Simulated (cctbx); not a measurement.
# Accept or mend?

Cell a = 6.2460 Å, b = 5.6470 Å, c = 6.7260 Å, α = 90.00°, β = 90.00°, γ = 90.00°; space group Pnma (no. 62). The compound is NdRuC2.

The data are simulated with cctbx, not measured: synchrotron X-rays, λ = 0.7749 Å, to d = 0.77 Å, 95 % of the full sphere, strongest reflection 5000 counts, noise from counting, a 4 % proportional error and a noise floor of 8 counts (s.d.); no absorption.

An anisotropic refinement with weights 1/σ² prints:

```text
Rint 0.057, 296 unique reflections to 0.77 A
cycle     R1     wR2    GooF  max shift (A)
   1  0.2047  0.3845   9.528   0.04955
   3  0.0883  0.1969   4.880   0.00010
final R1 0.0883 wR2 0.1969 GooF 4.880  parameters 21  data/parameter 14.1
atom        x        y        z      Ueq    occ   su(xyz)  su(Uiso or U11)
Nd1    0.49584  0.75000  0.17388   0.0012  1.000  0.00041  0.0011  NPD
Sm1    0.30917  0.75000  0.68506   0.0276  1.000  0.00063  0.0020
C1     0.86126  0.08990  0.03346   0.0111  1.000  0.00669  0.0145
difference map: max 12.56 min -9.02 rms 1.73
Q1    0.0170  0.7500  0.3184    4   13.22  0.14 A from Nd1
Q2    0.1314  0.7500  0.7326    4    3.81  1.16 A from Sm1
Q3    0.1481  0.7500  0.6226    4    3.73  1.09 A from Sm1
Q4    0.2166  0.2500  0.3361    4    3.53  1.03 A from Sm1
Q5    0.0404  0.1708  0.1286    8    3.33  1.11 A from Sm1
Q6    0.2222  0.6667  0.8056    8    2.92  1.08 A from Sm1
```

Q: Accept it or mend it, and why?

Mend it. The fault: wrong element: Sm1 is Ru. Against the right model at the same level, R1 goes from 0.0174 to 0.0883 and GooF from 0.88 to 4.88, U of Nd1 shrinks from 0.0096 to 0.0012 Å², U of Sm1 swells from 0.0141 to 0.0276 Å², the top difference peak, 13.2 e/Å³, lies on Nd1, a hole of -9.0 e/Å³ opens and Nd1 goes non-positive-definite. Sm1 has 18 electrons too many and its U swells to shed them, as expected.

The compound is NdRuC2. The right model at the same level gives:

```text
Rint 0.057, 296 unique reflections to 0.77 A
cycle     R1     wR2    GooF  max shift (A)
   1  0.0264  0.0567   1.406   0.00774
   2  0.0174  0.0356   0.882   0.00000
final R1 0.0174 wR2 0.0356 GooF 0.882  parameters 21  data/parameter 14.1
atom        x        y        z      Ueq    occ   su(xyz)  su(Uiso or U11)
Nd1    0.49616  0.75000  0.17396   0.0096  1.000  0.00007  0.0002
Ru1    0.31011  0.75000  0.68504   0.0141  1.000  0.00011  0.0003
C1     0.86720  0.08722  0.02881   0.0150  1.000  0.00106  0.0026
difference map: max 1.23 min -1.24 rms 0.34
Q1    0.2300  0.1171  0.0656    8    1.40  1.13 A from Ru1
Q2    0.0504  0.0855  0.5884    8    1.21  1.13 A from Nd1
Q3    0.1358  0.7500  0.5901    4    1.05  1.26 A from Ru1
Q4    0.0496  0.7500  0.3931    4    0.96  0.56 A from Nd1
Q5    0.2284  0.2500  0.4529    4    0.92  1.27 A from C1
Q6    0.1943  0.2500  0.6134    4    0.88  1.26 A from Nd1
```

The model was made for the exercise: a known structure type with other elements put in, its volume estimated, not relaxed; displacement parameters are assumed.

[Middle refinement cycles are left out of these outputs.]

[Logs are printed without paths, hosts, clocks, repeated set-up lines and the standing remarks that a program may print on its own settings, such as how far it seeks lower states.]
